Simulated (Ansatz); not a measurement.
# Work function of Ca(100): what the settings cost and change

How thick a slab and how much vacuum does the work function of Ca(100) need?

Calculated with Ansatz 0.2.0; plane-wave DFT, PBE, Ansatz PAW.

## 1. The starting structure

The cell holds 1 atom: 1 Ca. Cell: a = 3.946 Å, b = 3.946 Å, c = 18.000 Å, α = 90.0°, β = 90.0°, γ = 90.0°. Vacuum lies along c.

Structure file:

```cif
data_structure
_symmetry_space_group_name_H-M 'P 1'
_symmetry_Int_Tables_number 1
_cell_length_a 3.9457
_cell_length_b 3.9457
_cell_length_c 18.0000
_cell_angle_alpha 90.000
_cell_angle_beta 90.000
_cell_angle_gamma 90.000
_cell_volume 280.23
loop_
_atom_site_label
_atom_site_type_symbol
_atom_site_fract_x
_atom_site_fract_y
_atom_site_fract_z
_atom_site_occupancy
Ca1 Ca 0.50000 0.50000 0.50000 1
```

## 2. Slab, setting 1 layer

A work function rests on the faint tail of the density, so the SCF threshold is tight. The slab grows from one layer, at fixed mesh and 18 Å of vacuum; then the vacuum is varied on one slab.

input.yaml reads:

```yaml
crystal:
  lattice:
    - [3.945655839, 0.0, 0.0]
    - [0.0, 3.945655839, 0.0]
    - [0.0, 0.0, 18.0]
  atoms:
    - { symbol: Ca, position: [0.5, 0.5, 0.5] }
kpoints:
  mp_grid: { grid: [10, 10, 1] }
hamiltonian:
  xc: pbe
scf:
  occupations: { method: fermi_dirac, width: 0.1 }
  convergence: { dr2_threshold: 1.0e-09 }
efield:
  axis: 3
  dipole_correction: true
  ramp_position: 0.97
  ramp_width: 0.06
output:
  write_potential: true
  write_density: true
  volumetric_format: npy
  elf: true
```

On the command line:

```sh
> ansatz run input.yaml --threads 2 --pin off --max-ram 3072MiB --backend cpu --events-out ev --progress --plain --runs-dir out
```

Numbers of over 12 decimals in the logs are rounded to 6 here.

What it wrote:

```text
Engine: ansatz 0.2.0, aarch64-unknown-linux-gnu
Pseudopotentials: kind: paw
Pseudopotential: Ca, paw, valence charge 10, recommended cutoff 420 eV (normal), Ca.paw.azcp
Functional definition: PBE
  parameter kappa = 0.804
  parameter beta = 0.066725
  exchange = pbe_x(kappa = kappa, mu = beta*pi^2/3)
  correlation = pbe_c(beta = beta)
Crystal: 1 atoms, lattice volume = 280.228 Å³
Basis set: ecut = 420 eV, 5549 PW (Γ)
Bands: 9, of which v1, the nominal top of the filled ones, is band 5 counted from 1 (4 counted from 0)
Symmetry: 8 space group operations
k-points: 21 of 100
Non-local potential: Ca, projectors of the file, l = 0: 3, l = 1: 2, l = 2: 2
PAW form: soft (Blöchl's): semilocal exchange-correlation on the pseudo side does not see the compensation charge
PAW one-centre angular grid: Ca, 110 points (default); XC on 64 Gauss nodes
Initial density: superposition of atomic densities (neutral atoms: chi_scale 0, normalization atom), corrected by the library's trained network
Initial wavefunctions: pseudopotential atomic-orbital guess
Functional: x = pbe(κ = 0.804, μ = 0.219515), c = pbe(β = 0.066725)
SCF iter   1: F=—  HF=-1815.861427 eV  |F-HF|=—  |Δ(HF+E_count)|=         —  Δρ=8.03e-4  dr2=1.96e-3  ethr=1.77e-3  p=-0.000 e·Å  D=-1.23e-15 V/Å  ΔV_dip=0.00 eV  dr2_dipole=1.22e-12  V_vac-E_F(+/−)=2.84/2.84 eV  ⟨swp⟩=9.7  Hψ=1955  notcnv=0
efield: sawtooth ramp at fractional position 0.9700 (set: `efield.ramp_position`, or a place that a band, a saddle search or an elastic batch's reference lends), width 0.0600; the density the first Hamiltonian is built on has a dipole p = -0.000 e·Å; the dipole correction subtracts the counter field D = -1.23e-15 V/Å, which shifts the + side's vacuum level by +0.00 eV against the − side's; the planar-averaged density in the ramp window peaks in size at 1.3e-5 e/Å³
preconditioner: auto → LDOS  [metal: Δε(μ)=0.034 eV  Ē_g=2.255 eV  σ=0.100 eV  W_gap=0.08  n_scr=8 (ndim 8)  ℏωp=3.1 eV  f_vac=0.664  D(μ)=1.73/eV (n_scr^D=6)  β→1.0]
SCF iter   2: F=—  HF=-1815.863611 eV  |F-HF|=—  |Δ(HF+E_count)|=   2.18e-3  Δρ=3.50e-4  dr2=1.02e-3  ethr=1.96e-5  p=-0.000 e·Å  D=-2.96e-8 V/Å  ΔV_dip=0.00 eV  dr2_dipole=4.76e-12  V_vac-E_F(+/−)=2.77/2.77 eV  ⟨swp⟩=3.1  Hψ=505  notcnv=0
SCF iter   3: F=—  HF=-1815.863523 eV  |F-HF|=—  |Δ(HF+E_count)|=   8.86e-5  Δρ=1.21e-4  dr2=1.75e-4  ethr=1.02e-5  p=0.000 e·Å  D=1.14e-7 V/Å  ΔV_dip=-0.00 eV  dr2_dipole=5.47e-12  V_vac-E_F(+/−)=2.74/2.74 eV  ⟨swp⟩=1.3  Hψ=196  notcnv=0
SCF iter   4: F=—  HF=-1815.863513 eV  |F-HF|=—  |Δ(HF+E_count)|=   9.81e-6  Δρ=5.23e-5  dr2=6.78e-6  ethr=1.75e-6  p=-0.000 e·Å  D=-2.00e-7 V/Å  ΔV_dip=0.00 eV  dr2_dipole=3.03e-11  V_vac-E_F(+/−)=2.72/2.72 eV  ⟨swp⟩=2.1  Hψ=239  notcnv=0
SCF iter   5: F=—  HF=-1815.863513 eV  |F-HF|=—  |Δ(HF+E_count)|=   2.53e-7  Δρ=1.46e-5  dr2=6.42e-7  ethr=6.78e-8  p=0.000 e·Å  D=1.59e-7 V/Å  ΔV_dip=-0.00 eV  dr2_dipole=1.12e-11  V_vac-E_F(+/−)=2.72/2.72 eV  ⟨swp⟩=2.0  Hψ=329  notcnv=0
SCF iter   6: F=—  HF=-1815.863528 eV  |F-HF|=—  |Δ(HF+E_count)|=   1.48e-5  Δρ=3.98e-6  dr2=4.95e-8  ethr=6.42e-9  p=-0.000 e·Å  D=-1.72e-7 V/Å  ΔV_dip=0.00 eV  dr2_dipole=1.50e-11  V_vac-E_F(+/−)=2.72/2.72 eV  ⟨swp⟩=2.0  Hψ=221  notcnv=0
SCF iter   7: F=—  HF=-1815.863528 eV  |F-HF|=—  |Δ(HF+E_count)|=   6.35e-8  Δρ=7.98e-7  dr2=3.48e-9  ethr=4.95e-10  p=0.000 e·Å  D=2.45e-7 V/Å  ΔV_dip=-0.00 eV  dr2_dipole=3.44e-11  V_vac-E_F(+/−)=2.72/2.72 eV  ⟨swp⟩=2.0  Hψ=231  notcnv=0
SCF iter   8: F=-1815.863528 eV  HF=-1815.863528 eV  |F-HF|=4.23e-10  |Δ(HF+E_count)|=   3.34e-9  Δρ=3.62e-7  dr2=5.79e-10  ethr=1.00e-11  p=-0.000 e·Å  D=-3.34e-7 V/Å  ΔV_dip=0.00 eV  dr2_dipole=5.80e-11  V_vac-E_F(+/−)=2.72/2.72 eV  ⟨swp⟩=3.3  Hψ=604  notcnv=0
SCF 1 converged in 8 iterations: F = -1815.863528 eV  dr2 = 5.79e-10
  greatest PAW one-centre occupation: 0.996 electrons in one spin orbital (limit 2), on the Ca atom at site 0 (counted from 0), in its partial waves of l = 0
WARN: The output density's exchange-correlation potential varies sharply where the density is thin. Do not read a vacuum level from v_tot or v_xc, or from such a field of the output density. On a cell that repeats whose density bears no net charge and no dipole along the vacuum's axis use v_es (v_loc + v_h of the components); under efield.dipole_correction with no amplitude use v_es + v_field, which holds any externa [...]
SCF converged after 8 iterations
Free energy (F): -1815.863528 eV
Harris-Foulkes:  -1815.863528 eV  (|F-HF|=4.23e-10)
Internal energy: -1815.806000 eV  (E = F + TS)
E sigma→0 (E₀):  -1815.834764 eV
Entropy (-TS):   -0.057528 eV (-57.528 meV/atom)
Fermi energy:    -1.397688 eV
Dipole field:    D = 0.000008 V/Å  (p = 0.000013 e·Å, saw-weighted, corrected)
Work function:   Φ+ = 2.7161 eV   Φ− = 2.7163 eV
Levels:          The Fermi level and band energies are counted from a zero that moves with the ramp; work functions are not
--- Per-component energies (eV) ---
  E_band       = -248.489409
  E_kinetic    = 272.925715
  E_local      = -2286.496502  (includes V_loc(G=0)·N_el)
  E_nonlocal   = 63.605345
  E_hartree    = 966.547873
  E_xc         = -134.294851
  E_vxc        = -167.238806  (∫ρ·V_xc dr)
  E_paw        = -858.129077  (= ΣΔE_a)
  E_vpaw       = -64.380753  (= ΣTr[D̂ρ^β])
  E_aug_tail   = -0.000006  (compensation charges beyond the density's cutoff)
  E_efield     = 0.000000  (sawtooth field / dipole correction)
  E_vefield    = 0.000000  (∫n·V_field dr)
  E_ewald      = 160.035503
  E_smearing   = -0.057528  (= −TS)
  E_closure    = -0.000000  (closes the sum)
  Σ components = -1815.863528   (vs F -1815.863528, Δ=0.00e0)
--- Band table (eV; the first three rows and the last of 21) ---
  k-point 0: bands = ["-44.7083", "-25.7855", "-25.5683", "-25.5683", "-4.1324", "-1.3032", "-0.7609", "-0.5858", "0.7919"]
  k-point 1: bands = ["-44.7079", "-25.7850", "-25.5740", "-25.5678", "-4.0215", "-1.2543", "-0.7317", "-0.5296", "0.7319"]
  k-point 2: bands = ["-44.7070", "-25.7836", "-25.5892", "-25.5666", "-3.6972", "-1.1266", "-0.6800", "-0.3783", "0.6397"]
  k-point 20: bands = ["-44.7010", "-25.7746", "-25.6222", "-25.6222", "-1.3335", "-0.2745", "-0.2745", "0.1744", "0.6410"]
```

It took 13 s on 2 threads of Arm Neoverse N1, shared host; peak memory 0.43 GiB.

Reading the cycles: dr2 is the Hartree energy of the density residual (eV), the measure of convergence; HF is the Harris–Foulkes estimate of the energy, which meets the free energy F at convergence.

This step gave:

```
energy at zero smearing   : -1815.8348 eV
work function, upper face : 2.716 eV
```

Running mean over 2.79 Å of the planar mean; the ramp of the sawtooth is left out. Electron's electrostatic potential energy less the Fermi level against z:

z (Å), electron's electrostatic potential energy less the Fermi level (eV) and a bar from the least value:
```
     2.88       2.72 ##############################
     3.17       2.72 ##############################
     3.60       2.71 ##############################
     3.89       2.71 ##############################
     4.18       2.71 ##############################
     4.46       2.70 ##############################
     4.90       2.69 ##############################
     5.18       2.67 ##############################
     5.47       2.63 ##############################
     5.90       2.53 #############################
     6.19       2.40 ############################
     6.48       2.20 ###########################
     6.91       1.62 ########################
     7.20       0.90 #####################
     7.49      -0.09 ################
     7.78      -1.19 ##########
     8.21      -2.47 ###
     8.50      -2.94 #
     8.78      -3.15 
     9.22      -3.15 
     9.50      -2.94 #
     9.79      -2.47 ###
    10.22      -1.19 ##########
    10.51      -0.09 ################
    10.80       0.90 #####################
    11.09       1.62 ########################
    11.52       2.20 ###########################
    11.81       2.40 ############################
    12.10       2.53 #############################
    12.53       2.63 ##############################
    12.82       2.67 ##############################
    13.10       2.69 ##############################
    13.54       2.70 ##############################
    13.82       2.71 ##############################
    14.11       2.71 ##############################
    14.40       2.71 ##############################
    14.83       2.72 ##############################
    15.12       2.72 ##############################
```

ELF in the ca plane at fractional y = 0.500, with atoms of Ca within 0.2 Å of it. It is the smooth field of the valence electrons, not physical close to the nuclei.

Ten even steps from '0' (0.00) to '9' (0.86), each cell a mean:
```
00000000000000012455443455431000000000000000
00000000000000012331111112321000000000000000
00000000000000012210378510121000000000000000
00000000000000012102899950021000000000000000
00000000000000012103999960021000000000000000
00000000000000012101799830121000000000000000
00000000000000012210144301221000000000000000
00000000000000012343211123431000000000000000
00000000000000012456666666531000000000000000
```
Columns run along c (18.0 Å), rows up along a (3.9 Å). Atoms in or near the plane, at fractional coordinates: Ca at (0.50, 0.50).

Valence density in the ca plane at fractional y = 0.500, with atoms of Ca within 0.2 Å of it. It is the smooth field of the valence electrons, not physical close to the nuclei.

Values in e/Å³, 5 rows by 16 columns, each cell a mean:
```
0.0 0.0 0.0 0.0 0.0 0.0 0.0 0.1 0.1 0.0 0.0 0.0 0.0 0.0 0.0 0.0
0.0 0.0 0.0 0.0 0.0 0.0 0.0 0.8 1.2 0.0 0.0 0.0 0.0 0.0 0.0 0.0
0.0 0.0 0.0 0.0 0.0 0.0 0.0 2.4 3.5 0.1 0.0 0.0 0.0 0.0 0.0 0.0
0.0 0.0 0.0 0.0 0.0 0.0 0.0 0.4 0.6 0.0 0.0 0.0 0.0 0.0 0.0 0.0
0.0 0.0 0.0 0.0 0.0 0.0 0.0 0.0 0.1 0.0 0.0 0.0 0.0 0.0 0.0 0.0
```
Columns run along c (18.0 Å), rows up along a (3.9 Å). Atoms in or near the plane, at fractional coordinates: Ca at (0.50, 0.50).

Electrostatic potential energy in the ca plane at fractional y = 0.500, with atoms of Ca within 0.2 Å of it. With pseudopotentials it is smooth inside the atoms' cores, unlike the true potential.

Ten even steps from '0' (-25 eV) to '9' (1 eV), each cell a mean:
```
99999999999999999999988899999999999999999999
99999999999999999998766789999999999999999999
99999999999999999987411368999999999999999999
99999999999999999986000037899999999999999999
99999999999999999985000027899999999999999999
99999999999999999986200047899999999999999999
99999999999999999998643578999999999999999999
99999999999999999999887889999999999999999999
99999999999999999999999999999999999999999999
```
Columns run along c (18.0 Å; values clipped at the 3rd and 97th percentile), rows up along a (3.9 Å). Atoms in or near the plane, at fractional coordinates: Ca at (0.50, 0.50).

The work function is 2.716 eV.

## 3. Run, 2 atoms

System of this step: Ca(100). The cell holds 2 atoms: 2 Ca. Its edges and angles: a = 3.946 Å, b = 3.946 Å, c = 20.790 Å, α = 90.0°, β = 90.0°, γ = 90.0°. Vacuum lies along c.

input.yaml, the sections that differ from step 2:

```yaml
crystal:
  lattice:
    - [3.945655839, 0.0, 0.0]
    - [0.0, 3.945655839, 0.0]
    - [0.0, 0.0, 20.79]
  atoms:
    - { symbol: Ca, position: [0.5, 0.5, 0.4329004329] }
    - { symbol: Ca, position: [0.0, 0.0, 0.5670995671] }
output:
  write_potential: true
  write_density: true
  volumetric_format: npy
# kpoints, hamiltonian, scf, efield: as in step 2
```

What it wrote:

```text
[...]
Crystal: 2 atoms, lattice volume = 323.663 Å³
Basis set: ecut = 420 eV, 6389 PW (Γ)
Bands: 14, of which v1, the nominal top of the filled ones, is band 10 counted from 1 (9 counted from 0)
Symmetry: 8 space group operations
k-points: 21 of 100
[...]
k-point 0: bands = [... 6 lower, -24.0928, -24.0928, -3.9761, -2.3467, -0.3225, 0.0895, 0.1305, 0.8874]
  k-point 1: bands = [... 6 lower, -24.0991, -24.0929, -3.8678, -2.2433, -0.2765, 0.0842, 0.1870, 0.9065]
  k-point 2: bands = [... 6 lower, -24.1106, -24.0931, -3.5508, -1.9447, -0.1551, -0.0066, 0.3520, 0.9336]
  k-point 20: bands = [... 6 lower, -24.1431, -24.1431, -0.6270, -0.6270, -0.0916, -0.0916, 1.1855, 1.1855]
[key lines of the parts left out:]
SCF converged after 9 iterations
Free energy (F): -3632.864074 eV
Fermi energy:    -0.582623 eV
Dipole field:    D = 0.000007 V/Å  (p = 0.000012 e·Å, saw-weighted, corrected)
Work function:   Φ+ = 2.7206 eV   Φ− = 2.7207 eV
```

The job ended after 23 s (2 threads; peak memory 0.44 GiB).

The work function is 2.721 eV, +0.004 eV from the run “1 layer”, at 1.5 times its CPU time.

## 4. Slab, 3 atoms

System of this step: Ca(100). The cell holds 3 atoms: 3 Ca. Cell: a = 3.946 Å, b = 3.946 Å, c = 23.580 Å, α = 90.0°, β = 90.0°, γ = 90.0°. Vacuum lies along c.

input.yaml, the sections that differ from step 3:

```yaml
crystal:
  lattice:
    - [3.945655839, 0.0, 0.0]
    - [0.0, 3.945655839, 0.0]
    - [0.0, 0.0, 23.58]
  atoms:
    - { symbol: Ca, position: [0.0, 0.0, 0.3816793893] }
    - { symbol: Ca, position: [0.5, 0.5, 0.5] }
    - { symbol: Ca, position: [0.0, 0.0, 0.6183206107] }
# kpoints, hamiltonian, scf, efield, output: as in step 3
```

What it wrote:

```text
[...]
Crystal: 3 atoms, lattice volume = 367.098 Å³
Basis set: ecut = 420 eV, 7215 PW (Γ)
Bands: 19, of which v1, the nominal top of the filled ones, is band 15 counted from 1 (14 counted from 0)
Symmetry: 8 space group operations
k-points: 21 of 100
[...]
k-point 1: bands = [... 11 lower, -22.9186, -3.5051, -2.5552, -1.1887, 0.4097, 0.6448, 0.6995, 1.0162, ... 4 higher]
  k-point 2: bands = [... 11 lower, -22.9173, -3.1857, -2.2522, -0.9108, 0.5130, 0.5337, 0.8613, 0.9528, ... 4 higher]
  k-point 20: bands = [... 11 lower, -22.9466, -0.1803, -0.1453, 0.1830, 0.5593, 0.5593, 0.6766, 0.6766, ... 4 higher]
[key lines of the parts left out:]
SCF converged after 9 iterations
Free energy (F): -5449.741530 eV
Fermi energy:    0.024534 eV
Dipole field:    D = -0.000000 V/Å  (p = -0.000001 e·Å, saw-weighted, corrected)
Work function:   Φ+ = 2.7621 eV   Φ− = 2.7621 eV
```

Run time: 44 s. Hardware: 2 threads; peak memory 0.53 GiB; 49 s of CPU time.

The work function is 2.762 eV, +0.042 eV from the run “2 layers”, at 1.9 times its CPU time.

## 5. Slab, 4 atoms

System of this step: Ca(100). The cell holds 4 atoms: 4 Ca. Its edges and angles: a = 3.946 Å, b = 3.946 Å, c = 26.370 Å, α = 90.0°, β = 90.0°, γ = 90.0°. Vacuum lies along c.

input.yaml, the sections that differ from step 4:

```yaml
crystal:
  lattice:
    - [3.945655839, 0.0, 0.0]
    - [0.0, 3.945655839, 0.0]
    - [0.0, 0.0, 26.37]
  atoms:
    - { symbol: Ca, position: [0.5, 0.5, 0.3412969283] }
    - { symbol: Ca, position: [0.0, 0.0, 0.4470989761] }
    - { symbol: Ca, position: [0.5, 0.5, 0.5529010239] }
    - { symbol: Ca, position: [0.0, 0.0, 0.6587030717] }
# kpoints, hamiltonian, scf, efield, output: as in step 4
```

What it wrote:

```text
[...]
Crystal: 4 atoms, lattice volume = 410.533 Å³
Basis set: ecut = 420 eV, 8073 PW (Γ)
Bands: 24, of which v1, the nominal top of the filled ones, is band 20 counted from 1 (19 counted from 0)
Symmetry: 8 space group operations
k-points: 21 of 100
[...]
k-point 1: bands = [... 16 lower, -3.1302, -2.5145, -1.5272, -0.4461, 0.9482, 1.1018, 1.1577, 1.3435, ... 4 higher]
  k-point 2: bands = [... 16 lower, -2.8087, -2.2070, -1.2382, -0.1797, 0.9947, 1.0437, 1.2495, 1.3029, ... 4 higher]
  k-point 20: bands = [... 16 lower, 0.2510, 0.2510, 0.6017, 0.6017, 1.0652, 1.0652, 1.0874, 1.0874, ... 4 higher]
[key lines of the parts left out:]
SCF converged after 9 iterations
Free energy (F): -7266.619167 eV
Fermi energy:    0.517417 eV
Dipole field:    D = 0.000006 V/Å  (p = 0.000013 e·Å, saw-weighted, corrected)
Work function:   Φ+ = 2.7771 eV   Φ− = 2.7773 eV
```

The job ended after 57 s (2 threads; peak memory 0.6 GiB; 64 s of CPU time).

The work function is 2.777 eV, +0.015 eV from the run “3 layers”, at 1.3 times its CPU time.

## 6. Run, 5 atoms

System of this step: Ca(100). The cell holds 5 atoms: 5 Ca. Cell: a = 3.946 Å, b = 3.946 Å, c = 29.160 Å, α = 90.0°, β = 90.0°, γ = 90.0°. Vacuum lies along c.

input.yaml, the sections that differ from step 5:

```yaml
crystal:
  lattice:
    - [3.945655839, 0.0, 0.0]
    - [0.0, 3.945655839, 0.0]
    - [0.0, 0.0, 29.16]
  atoms:
    - { symbol: Ca, position: [0.0, 0.0, 0.3086419753] }
    - { symbol: Ca, position: [0.5, 0.5, 0.4043209877] }
    - { symbol: Ca, position: [0.0, 0.0, 0.5] }
    - { symbol: Ca, position: [0.5, 0.5, 0.5956790123] }
    - { symbol: Ca, position: [0.0, 0.0, 0.6913580247] }
# kpoints, hamiltonian, scf, efield, output: as in step 5
```

What it wrote:

```text
[...]
Crystal: 5 atoms, lattice volume = 453.969 Å³
Basis set: ecut = 420 eV, 8913 PW (Γ)
Bands: 30, of which v1, the nominal top of the filled ones, is band 25 counted from 1 (24 counted from 0)
Symmetry: 8 space group operations
k-points: 21 of 100
[...]
k-point 0: bands = [... 21 lower, -2.4635, -1.7563, -0.8489, 0.0220, 1.3424, 1.4426, 1.5364, 1.6766, ... 6 higher]
  k-point 1: bands = [... 21 lower, -2.3570, -1.6543, -0.7521, 0.1134, 1.3801, 1.4771, 1.5453, 1.6704, ... 6 higher]
  k-point 2: bands = [... 21 lower, -2.0453, -1.3583, -0.4746, 0.3731, 1.3817, 1.4688, 1.5640, 1.6715, ... 6 higher]
  k-point 20: bands = [... 21 lower, 0.6140, 0.8752, 0.9142, 1.0966, 1.4735, 1.4735, 1.4771, 1.4771, ... 6 higher]
[key lines of the parts left out:]
SCF converged after 10 iterations
Free energy (F): -9083.501978 eV
Fermi energy:    0.916324 eV
Dipole field:    D = 0.000000 V/Å  (p = 0.000000 e·Å, saw-weighted, corrected)
Work function:   Φ+ = 2.7853 eV   Φ− = 2.7853 eV
```

It took 84 s on 2 threads; peak memory 0.71 GiB; 93 s of CPU time.

The work function is 2.785 eV, +0.008 eV from the run “4 layers”, at 1.5 times its CPU time.

## 7. Run, 6 atoms

System of this step: Ca(100). The cell holds 6 atoms: 6 Ca. Its edges and angles: a = 3.946 Å, b = 3.946 Å, c = 31.950 Å, α = 90.0°, β = 90.0°, γ = 90.0°. Vacuum lies along c.

input.yaml, the sections that differ from step 6:

```yaml
crystal:
  lattice:
    - [3.945655839, 0.0, 0.0]
    - [0.0, 3.945655839, 0.0]
    - [0.0, 0.0, 31.95]
  atoms:
    - { symbol: Ca, position: [0.5, 0.5, 0.2816901408] }
    - { symbol: Ca, position: [0.0, 0.0, 0.3690140845] }
    - { symbol: Ca, position: [0.5, 0.5, 0.4563380282] }
    - { symbol: Ca, position: [0.0, 0.0, 0.5436619718] }
    - { symbol: Ca, position: [0.5, 0.5, 0.6309859155] }
    - { symbol: Ca, position: [0.0, 0.0, 0.7183098592] }
# kpoints, hamiltonian, scf, efield, output: as in step 6
```

What it wrote:

```text
[...]
Crystal: 6 atoms, lattice volume = 497.404 Å³
Basis set: ecut = 420 eV, 9763 PW (Γ)
Bands: 36, of which v1, the nominal top of the filled ones, is band 30 counted from 1 (29 counted from 0)
Symmetry: 8 space group operations
k-points: 21 of 100
[...]
k-point 0: bands = [... 26 lower, -1.7551, -1.0456, -0.2497, 0.4630, 1.6948, 1.7582, 1.8662, 1.9687, ... 8 higher]
  k-point 1: bands = [... 26 lower, -1.6515, -0.9466, -0.1554, 0.5533, 1.7324, 1.7942, 1.8719, 1.9623, ... 8 higher]
  k-point 2: bands = [... 26 lower, -1.3497, -0.6608, 0.1139, 0.8090, 1.7091, 1.8045, 1.8624, 1.9825, ... 8 higher]
  k-point 20: bands = [... 26 lower, 1.1417, 1.1417, 1.3914, 1.3914, 1.8090, 1.8090, 1.8094, 1.8094, ... 8 higher]
[key lines of the parts left out:]
SCF converged after 10 iterations
Free energy (F): -10900.378879 eV
Fermi energy:    1.251244 eV
Dipole field:    D = 0.000003 V/Å  (p = 0.000007 e·Å, saw-weighted, corrected)
Work function:   Φ+ = 2.7848 eV   Φ− = 2.7849 eV
```

Elapsed: 2 min, on 2 threads; peak memory 0.82 GiB.

The work function is 2.785 eV, -0.001 eV from the run “5 layers”, at 1.3 times its CPU time.

(Part 1 of 2 ends here.)

[Logs are printed without paths, hosts, clocks, repeated set-up lines and the standing remarks that a program may print on its own settings, such as how far it seeks lower states.]

[Hosts, paths, dates, database ids (printed as entryN), source tags and the programs' standing remarks are cut or masked in the printed files.]

[Maps of the electrostatic potential energy from Ansatz leave out the sawtooth potential of an applied field or a dipole correction, so their vacuum need not be flat; planar profiles and work functions include it.]
